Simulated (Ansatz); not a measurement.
## Converging the field response of a AgCl (001) film

Which settings does the induced dipole of a AgCl (001) film need, and which can be cut?

Main program and level: Ansatz 0.2.0; plane-wave DFT, PBE, Ansatz PAW, in the first sound run; inputs show where later runs differ.

This is a report of a sequence of runs, with the program logs left out and the cost of each run kept.

## 1. Set-up

The cell holds 10 atoms: 5 Ag and 5 Cl. Cell: a = 3.924 Å, b = 3.924 Å, c = 29.100 Å, α = 90.0°, β = 90.0°, γ = 90.0°. It derives from AgCl (rocksalt AgCl). Vacuum lies along c.

## 2. Run, setting first choice

The first choice: the default cutoff of 420 eV, a 8×8×1 mesh, 18 Å of vacuum, 0.1 V/Å and a tight threshold. Each later run changes one input against this one; other functionals and files bring their own cutoffs.

File input.yaml:

```yaml
crystal:
  lattice:
    - [3.92444264, 0.0, 0.0]
    - [0.0, 3.92444264, 0.0]
    - [0.0, 0.0, 29.1]
  atoms:
    - { symbol: Ag, position: [0.5, 0.5, 0.3092783505] }
    - { symbol: Cl, position: [0.0, 0.0, 0.3092783505] }
    - { symbol: Ag, position: [0.0, 0.0, 0.4046391753] }
    - { symbol: Cl, position: [0.5, 0.5, 0.4046391753] }
    - { symbol: Ag, position: [0.5, 0.5, 0.5] }
    - { symbol: Cl, position: [0.0, 0.0, 0.5] }
    - { symbol: Ag, position: [0.0, 0.0, 0.5953608247] }
    - { symbol: Cl, position: [0.5, 0.5, 0.5953608247] }
    - { symbol: Ag, position: [0.5, 0.5, 0.6907216495] }
    - { symbol: Cl, position: [0.0, 0.0, 0.6907216495] }
kpoints:
  mp_grid: { grid: [8, 8, 1] }
hamiltonian:
  xc: pbe
scf:
  occupations: { method: fixed }
  convergence: { dr2_threshold: 1.0e-10 }
efield:
  axis: 3
  dipole_correction: true
  ramp_position: 0.97
  ramp_width: 0.06
  amplitude: 0.1
output:
  write_potential: true
  write_density: true
  volumetric_format: npy
```

Run with:

```console
ansatz run input.yaml --threads 4 --pin off --max-ram 6144MiB --backend cpu --events-out ev --progress --plain --runs-dir out
```

Elapsed: 9.3 s, on 4 threads of Intel Xeon 6975P-C (Granite Rapids), shared host; peak memory 1.3 GiB; 36 s of CPU time.

Numbers from this step:

```yaml
gap_on_the_k_mesh: 0.9100 eV
dipole_along_the_normal: 0.09551 e·Å
equivalent_conductor_thickness_p_eps_0ae: 11.22 Å
```

Running mean over 2.775 Å of the planar mean, with the applied field; the ramp of the sawtooth is left out. Table of electron's electrostatic potential energy less the highest filled level by z:

| z (Å) | electron's electrostatic potential energy less the highest filled level (eV) |
| --- | --- |
| 3.5 | 4.61 |
| 4.0 | 4.66 |
| 4.5 | 4.71 |
| 5.0 | 4.76 |
| 5.5 | 4.80 |
| 6.0 | 4.82 |
| 6.5 | 4.71 |
| 7.0 | 4.00 |
| 7.5 | 1.87 |
| 8.0 | -0.686 |
| 8.5 | -2.01 |
| 9.0 | -2.28 |
| 9.5 | -2.30 |
| 10.0 | -2.27 |
| 10.5 | -2.23 |
| 11.0 | -2.19 |
| 11.5 | -2.16 |
| 12.0 | -2.15 |
| 12.5 | -2.14 |
| 13.0 | -2.13 |
| 13.5 | -2.12 |
| 14.0 | -2.12 |
| 14.5 | -2.11 |
| 15.0 | -2.10 |
| 15.5 | -2.09 |
| 16.0 | -2.07 |
| 16.5 | -2.06 |
| 17.0 | -2.05 |
| 17.5 | -2.04 |
| 18.0 | -2.04 |
| 18.5 | -2.06 |
| 19.0 | -2.08 |
| 19.5 | -2.10 |
| 20.0 | -2.07 |
| 20.5 | -1.87 |
| 21.0 | -0.788 |
| 21.5 | 1.67 |
| 22.0 | 4.08 |
| 22.5 | 5.13 |
| 23.0 | 5.39 |
| 23.5 | 5.48 |
| 24.0 | 5.54 |
| 24.5 | 5.59 |
| 25.0 | 5.64 |
| 25.5 | 5.69 |

The dipole corresponds to a conductor 11.222 Å thick.

## 3. Single point, box 29.1 Å

Edit input.yaml of step 2 so:

```diff
@@ -29,2 +29,4 @@
   amplitude: 0.1
+basis:
+  ecutwfc: "250 eV"
 output:
```

The job ended after 4.3 s (4 threads; peak memory 0.75 GiB).

The dipole corresponds to a conductor 11.174 Å thick, -0.43 % from the first choice, at 0.45 times its CPU time.

## 4. Run, box 29.1 Å

Edit input.yaml of step 3 so:

```diff
@@ -30,3 +30,3 @@
 basis:
-  ecutwfc: "250 eV"
+  ecutwfc: "330 eV"
 output:
```

Run time: 6.3 s. Hardware: 4 threads; peak memory 0.95 GiB.

The dipole corresponds to a conductor 11.219 Å thick, -0.02 % from the first choice, at 0.67 times its CPU time.

## 5. Run, box 29.1 Å (run 2)

Edit input.yaml of step 4 so:

```diff
@@ -30,3 +30,3 @@
 basis:
-  ecutwfc: "330 eV"
+  ecutwfc: "600 eV"
 output:
```

The job ended after 15 s (4 threads; peak memory 1.9 GiB; 57 s of CPU time).

The dipole corresponds to a conductor 11.221 Å thick, -0.00 % from the first choice, at 1.6 times its CPU time.

## 6. Single point, box 29.1 Å (run 2)

Edit input.yaml of step 5 so:

```diff
@@ -17,3 +17,3 @@
 kpoints:
-  mp_grid: { grid: [8, 8, 1] }
+  mp_grid: { grid: [1, 1, 1] }
 hamiltonian:
@@ -29,4 +29,2 @@
   amplitude: 0.1
-basis:
-  ecutwfc: "600 eV"
 output:
```

It took 0.88 s on 4 threads; peak memory 0.47 GiB; 2.6 s of CPU time.

The dipole corresponds to a conductor 12.081 Å thick, +7.66 % from the first choice, at 0.071 times its CPU time.

## 7. Single point, box 29.1 Å (run 3)

Edit input.yaml of step 6 so:

```diff
@@ -17,3 +17,3 @@
 kpoints:
-  mp_grid: { grid: [1, 1, 1] }
+  mp_grid: { grid: [2, 2, 1] }
 hamiltonian:
```

Wall time 1.4 s (4 threads); peak memory 0.75 GiB.

The dipole corresponds to a conductor 11.383 Å thick, +1.44 % from the first choice, at 0.13 times its CPU time.

## 8. Run, box 29.1 Å (run 3)

Edit input.yaml of step 7 so:

```diff
@@ -17,3 +17,3 @@
 kpoints:
-  mp_grid: { grid: [2, 2, 1] }
+  mp_grid: { grid: [4, 4, 1] }
 hamiltonian:
```

Wall time 3.5 s (4 threads); peak memory 0.96 GiB.

The dipole corresponds to a conductor 11.218 Å thick, -0.03 % from the first choice, at 0.36 times its CPU time.

## 9. Run, box 29.1 Å (run 4)

Edit input.yaml of step 8 so:

```diff
@@ -17,3 +17,3 @@
 kpoints:
-  mp_grid: { grid: [4, 4, 1] }
+  mp_grid: { grid: [16, 16, 1] }
 hamiltonian:
```

Wall time 27 s (4 threads); peak memory 2 GiB.

The dipole corresponds to a conductor 11.222 Å thick, +0.00 % from the first choice, at 3.0 times its CPU time.

## 10. Single point, box 21.1 Å

The cell differs from the one that the last finished run ended in (c 29.100 → 21.100 Å).

input.yaml, the sections that differ from step 9:

```yaml
crystal:
  lattice:
    - [3.92444264, 0.0, 0.0]
    - [0.0, 3.92444264, 0.0]
    - [0.0, 0.0, 21.1]
  atoms:
    - { symbol: Ag, position: [0.5, 0.5, 0.2369668246] }
    - { symbol: Cl, position: [0.0, 0.0, 0.2369668246] }
    - { symbol: Ag, position: [0.0, 0.0, 0.3684834123] }
    - { symbol: Cl, position: [0.5, 0.5, 0.3684834123] }
    - { symbol: Ag, position: [0.5, 0.5, 0.5] }
    - { symbol: Cl, position: [0.0, 0.0, 0.5] }
    - { symbol: Ag, position: [0.0, 0.0, 0.6315165877] }
    - { symbol: Cl, position: [0.5, 0.5, 0.6315165877] }
    - { symbol: Ag, position: [0.5, 0.5, 0.7630331754] }
    - { symbol: Cl, position: [0.0, 0.0, 0.7630331754] }
kpoints:
  mp_grid: { grid: [8, 8, 1] }
# hamiltonian, scf, efield, output: as in step 9
```

Wall time 6.6 s (4 threads); peak memory 1 GiB.

The dipole corresponds to a conductor 11.217 Å thick, -0.04 % from the first choice, at 0.71 times its CPU time.

## 11. Single point, box 25.1 Å

The cell differs from the one that the last finished run ended in (c 21.100 → 25.100 Å).

input.yaml, the sections that differ from step 10:

```yaml
crystal:
  lattice:
    - [3.92444264, 0.0, 0.0]
    - [0.0, 3.92444264, 0.0]
    - [0.0, 0.0, 25.1]
  atoms:
    - { symbol: Ag, position: [0.5, 0.5, 0.2788844622] }
    - { symbol: Cl, position: [0.0, 0.0, 0.2788844622] }
    - { symbol: Ag, position: [0.0, 0.0, 0.3894422311] }
    - { symbol: Cl, position: [0.5, 0.5, 0.3894422311] }
    - { symbol: Ag, position: [0.5, 0.5, 0.5] }
    - { symbol: Cl, position: [0.0, 0.0, 0.5] }
    - { symbol: Ag, position: [0.0, 0.0, 0.6105577689] }
    - { symbol: Cl, position: [0.5, 0.5, 0.6105577689] }
    - { symbol: Ag, position: [0.5, 0.5, 0.7211155378] }
    - { symbol: Cl, position: [0.0, 0.0, 0.7211155378] }
# kpoints, hamiltonian, scf, efield, output: as in step 10
```

It took 8.7 s on 4 threads; peak memory 1.1 GiB; 33 s of CPU time.

The dipole corresponds to a conductor 11.222 Å thick, +0.00 % from the first choice, at 0.92 times its CPU time.

## 12. Single point, box 37.1 Å

The cell differs from the one that the last finished run ended in (c 25.100 → 37.100 Å).

input.yaml, the sections that differ from step 11:

```yaml
crystal:
  lattice:
    - [3.92444264, 0.0, 0.0]
    - [0.0, 3.92444264, 0.0]
    - [0.0, 0.0, 37.1]
  atoms:
    - { symbol: Ag, position: [0.5, 0.5, 0.3504043127] }
    - { symbol: Cl, position: [0.0, 0.0, 0.3504043127] }
    - { symbol: Ag, position: [0.0, 0.0, 0.4252021563] }
    - { symbol: Cl, position: [0.5, 0.5, 0.4252021563] }
    - { symbol: Ag, position: [0.5, 0.5, 0.5] }
    - { symbol: Cl, position: [0.0, 0.0, 0.5] }
    - { symbol: Ag, position: [0.0, 0.0, 0.5747978437] }
    - { symbol: Cl, position: [0.5, 0.5, 0.5747978437] }
    - { symbol: Ag, position: [0.5, 0.5, 0.6495956873] }
    - { symbol: Cl, position: [0.0, 0.0, 0.6495956873] }
# kpoints, hamiltonian, scf, efield, output: as in step 11
```

It took 12 s on 4 threads; peak memory 1.5 GiB.

The dipole corresponds to a conductor 11.222 Å thick, +0.00 % from the first choice, at 1.3 times its CPU time.

## 13. Run, box 29.1 Å (run 5)

input.yaml, the sections that differ from step 12:

```yaml
crystal:
  lattice:
    - [3.92444264, 0.0, 0.0]
    - [0.0, 3.92444264, 0.0]
    - [0.0, 0.0, 29.1]
  atoms:
    - { symbol: Ag, position: [0.5, 0.5, 0.3092783505] }
    - { symbol: Cl, position: [0.0, 0.0, 0.3092783505] }
    - { symbol: Ag, position: [0.0, 0.0, 0.4046391753] }
    - { symbol: Cl, position: [0.5, 0.5, 0.4046391753] }
    - { symbol: Ag, position: [0.5, 0.5, 0.5] }
    - { symbol: Cl, position: [0.0, 0.0, 0.5] }
    - { symbol: Ag, position: [0.0, 0.0, 0.5953608247] }
    - { symbol: Cl, position: [0.5, 0.5, 0.5953608247] }
    - { symbol: Ag, position: [0.5, 0.5, 0.6907216495] }
    - { symbol: Cl, position: [0.0, 0.0, 0.6907216495] }
efield:
  axis: 3
  dipole_correction: true
  ramp_position: 0.97
  ramp_width: 0.06
  amplitude: 0.005
# kpoints, hamiltonian, scf, output: as in step 12
```

Wall time 9.1 s (4 threads); peak memory 1.3 GiB.

The dipole corresponds to a conductor 11.221 Å thick, -0.01 % from the first choice, at 0.98 times its CPU time.

## 14. Run, box 29.1 Å (run 6)

Edit input.yaml of step 13 so:

```diff
@@ -28,3 +28,3 @@
   ramp_width: 0.06
-  amplitude: 0.005
+  amplitude: 0.03
 output:
```

Wall time 8.7 s (4 threads); peak memory 1.3 GiB; 34 s of CPU time.

The dipole corresponds to a conductor 11.221 Å thick, -0.01 % from the first choice, at 0.95 times its CPU time.

## 15. Run, box 29.1 Å (run 7)

Edit input.yaml of step 14 so:

```diff
@@ -28,3 +28,3 @@
   ramp_width: 0.06
-  amplitude: 0.03
+  amplitude: 0.3
 output:
```

Run time: 9.7 s. Hardware: 4 threads; peak memory 1.3 GiB.

The dipole corresponds to a conductor 11.227 Å thick, +0.05 % from the first choice, at 1.0 times its CPU time.

## 16. Single point, box 29.1 Å (run 4)

Edit input.yaml of step 15 so:

```diff
@@ -22,3 +22,3 @@
   occupations: { method: fixed }
-  convergence: { dr2_threshold: 1.0e-10 }
+  convergence: { dr2_threshold: 0.0001 }
 efield:
@@ -28,3 +28,3 @@
   ramp_width: 0.06
-  amplitude: 0.3
+  amplitude: 0.1
 output:
```

Wall time 7.6 s (4 threads); peak memory 1.3 GiB.

The dipole corresponds to a conductor 11.217 Å thick, -0.04 % from the first choice, at 0.83 times its CPU time.

## 17. Single point, box 29.1 Å (run 5)

Edit input.yaml of step 16 so:

```diff
@@ -22,3 +22,3 @@
   occupations: { method: fixed }
-  convergence: { dr2_threshold: 0.0001 }
+  convergence: { dr2_threshold: 1.0e-06 }
 efield:
```

Run time: 8 s. Hardware: 4 threads; peak memory 1.3 GiB; 31 s of CPU time.

The dipole corresponds to a conductor 11.217 Å thick, -0.04 % from the first choice, at 0.86 times its CPU time.

## 18. Single point, box 29.1 Å (run 6)

Edit input.yaml of step 17 so:

```diff
@@ -22,3 +22,3 @@
   occupations: { method: fixed }
-  convergence: { dr2_threshold: 1.0e-06 }
+  convergence: { dr2_threshold: 1.0e-08 }
 efield:
```

Wall time 8.2 s (4 threads); peak memory 1.3 GiB.

The dipole corresponds to a conductor 11.222 Å thick, +0.00 % from the first choice, at 0.89 times its CPU time.

## 19. Run, box 29.1 Å (run 8)

This step: plane-wave DFT, LDA, Ansatz PAW (Ansatz 0.2.0).

Edit input.yaml of step 18 so:

```diff
@@ -19,6 +19,6 @@
 hamiltonian:
-  xc: pbe
+  xc: lda
 scf:
   occupations: { method: fixed }
-  convergence: { dr2_threshold: 1.0e-08 }
+  convergence: { dr2_threshold: 1.0e-10 }
 efield:
```

The job ended after 8.9 s (4 threads; peak memory 1.3 GiB).

The dipole corresponds to a conductor 11.384 Å thick, +1.44 % from the first choice, at 0.96 times its CPU time.

## 20. Run, box 29.1 Å (run 9)

This step: plane-wave DFT, r2SCAN, Ansatz PAW (Ansatz 0.2.0).

Edit input.yaml of step 19 so:

```diff
@@ -19,3 +19,3 @@
 hamiltonian:
-  xc: lda
+  xc: r2scan
 scf:
```

Elapsed: 20 s, on 4 threads; peak memory 2.1 GiB.

The dipole corresponds to a conductor 10.898 Å thick, -2.88 % from the first choice, at 2.2 times its CPU time.

## 21. Run, box 29.1 Å (run 10)

This step: plane-wave DFT, PBE, norm-conserving (Ansatz 0.2.0).

Edit input.yaml of step 20 so:

```diff
@@ -19,3 +19,4 @@
 hamiltonian:
-  xc: r2scan
+  xc: pbe
+  pseudopotentials: { kind: nc }
 scf:
```

It took 31 s on 4 threads; peak memory 3.3 GiB; 2.1 min of CPU time.

The dipole corresponds to a conductor 11.222 Å thick, +0.00 % from the first choice, at 3.4 times its CPU time.

## 22. Single point, box 29.1 Å (run 7)

This step: plane-wave DFT, PBE, JTH PAW (Ansatz 0.2.0).

Edit input.yaml of step 21 so:

```diff
@@ -20,3 +20,3 @@
   xc: pbe
-  pseudopotentials: { kind: nc }
+  pseudopotentials: { kind: paw, source: jth }
 scf:
```

Wall time 45 s (4 threads); peak memory 4.5 GiB; 3 min of CPU time.

The dipole corresponds to a conductor 11.195 Å thick, -0.24 % from the first choice, at 4.9 times its CPU time.

## 23. Side by side

Times are for 4 threads of Intel Xeon 6975P-C (Granite Rapids), shared host. The series side by side:

```csv
no.,setting,equivalent conductor thickness p/(ε₀AE) (Å),time,memory (GiB)
1,first choice,11.22,9.3 s,1.3
2,cutoff 250 eV,11.17,4.3 s,0.75
3,cutoff 330 eV,11.22,6.3 s,0.95
4,cutoff 600 eV,11.22,15 s,1.9
5,mesh 1x1,12.08,0.88 s,0.47
6,mesh 2x2,11.38,1.4 s,0.75
7,mesh 4x4,11.22,3.5 s,0.96
8,mesh 16x16,11.22,27 s,2.0
9,vacuum 10 Å,11.22,6.6 s,1.0
10,vacuum 14 Å,11.22,8.7 s,1.1
11,vacuum 26 Å,11.22,12 s,1.5
12,field 0.005 V/Å,11.22,9.1 s,1.3
13,field 0.03 V/Å,11.22,8.7 s,1.3
14,field 0.3 V/Å,11.23,9.7 s,1.3
15,SCF threshold 1e-04 eV,11.22,7.6 s,1.3
16,SCF threshold 1e-06 eV,11.22,8 s,1.3
17,SCF threshold 1e-08 eV,11.22,8.2 s,1.3
18,"LDA, Ansatz PAW (420 eV)",11.38,8.9 s,1.3
19,"r2SCAN, Ansatz PAW (500 eV)",10.90,20 s,2.1
20,"PBE, norm-conserving (960 eV)",11.22,31 s,3.3
21,"PBE, JTH PAW (1380 eV)",11.19,45 s,4.5
```

## 24. Results

```
equivalent conductor thickness, first choice                : 11.22 Å
equivalent conductor thickness, cutoff 600 eV               : 11.22 Å
equivalent conductor thickness, mesh 1x1                    : 12.08 Å
equivalent conductor thickness, mesh 2x2                    : 11.38 Å
equivalent conductor thickness, vacuum 26 Å                 : 11.22 Å
equivalent conductor thickness, LDA, Ansatz PAW (420 eV)    : 11.38 Å
equivalent conductor thickness, r2SCAN, Ansatz PAW (500 eV) : 10.90 Å
```

**Reading.** The first choice gives 11.22 Å. Numerical settings off by more than 1 % against it: mesh 1x1 (+7.7 %) and mesh 2x2 (+1.4 %). The cheapest single change that stays within 0.5 % is mesh 4x4, at 36 % of the CPU time. Functionals and files move it by +1.4 % (LDA, Ansatz PAW (420 eV)), -2.9 % (r2SCAN, Ansatz PAW (500 eV)), under 0.1 % (PBE, norm-conserving (960 eV)) and -0.2 % (PBE, JTH PAW (1380 eV)). The film is symmetric and its atoms are held, so the dipole is the electronic response to the field alone. Times of a few seconds on a shared host rank the settings only roughly. In 1 run of the series (vacuum 10 Å) the program warns that electrons reach the sawtooth's ramp, which makes dipole and work function less sure.

[Long decimals in the printed logs are rounded to 6 places.]

[Logs are printed without paths, hosts, clocks, repeated set-up lines and the standing remarks that a program may print on its own settings, such as how far it seeks lower states.]

[Hosts, paths, dates, database ids (printed as entryN), source tags and the programs' standing remarks are cut or masked in the printed files.]

[Maps of the electrostatic potential energy from Ansatz leave out the sawtooth potential of an applied field or a dipole correction, so their vacuum need not be flat; planar profiles and work functions include it.]
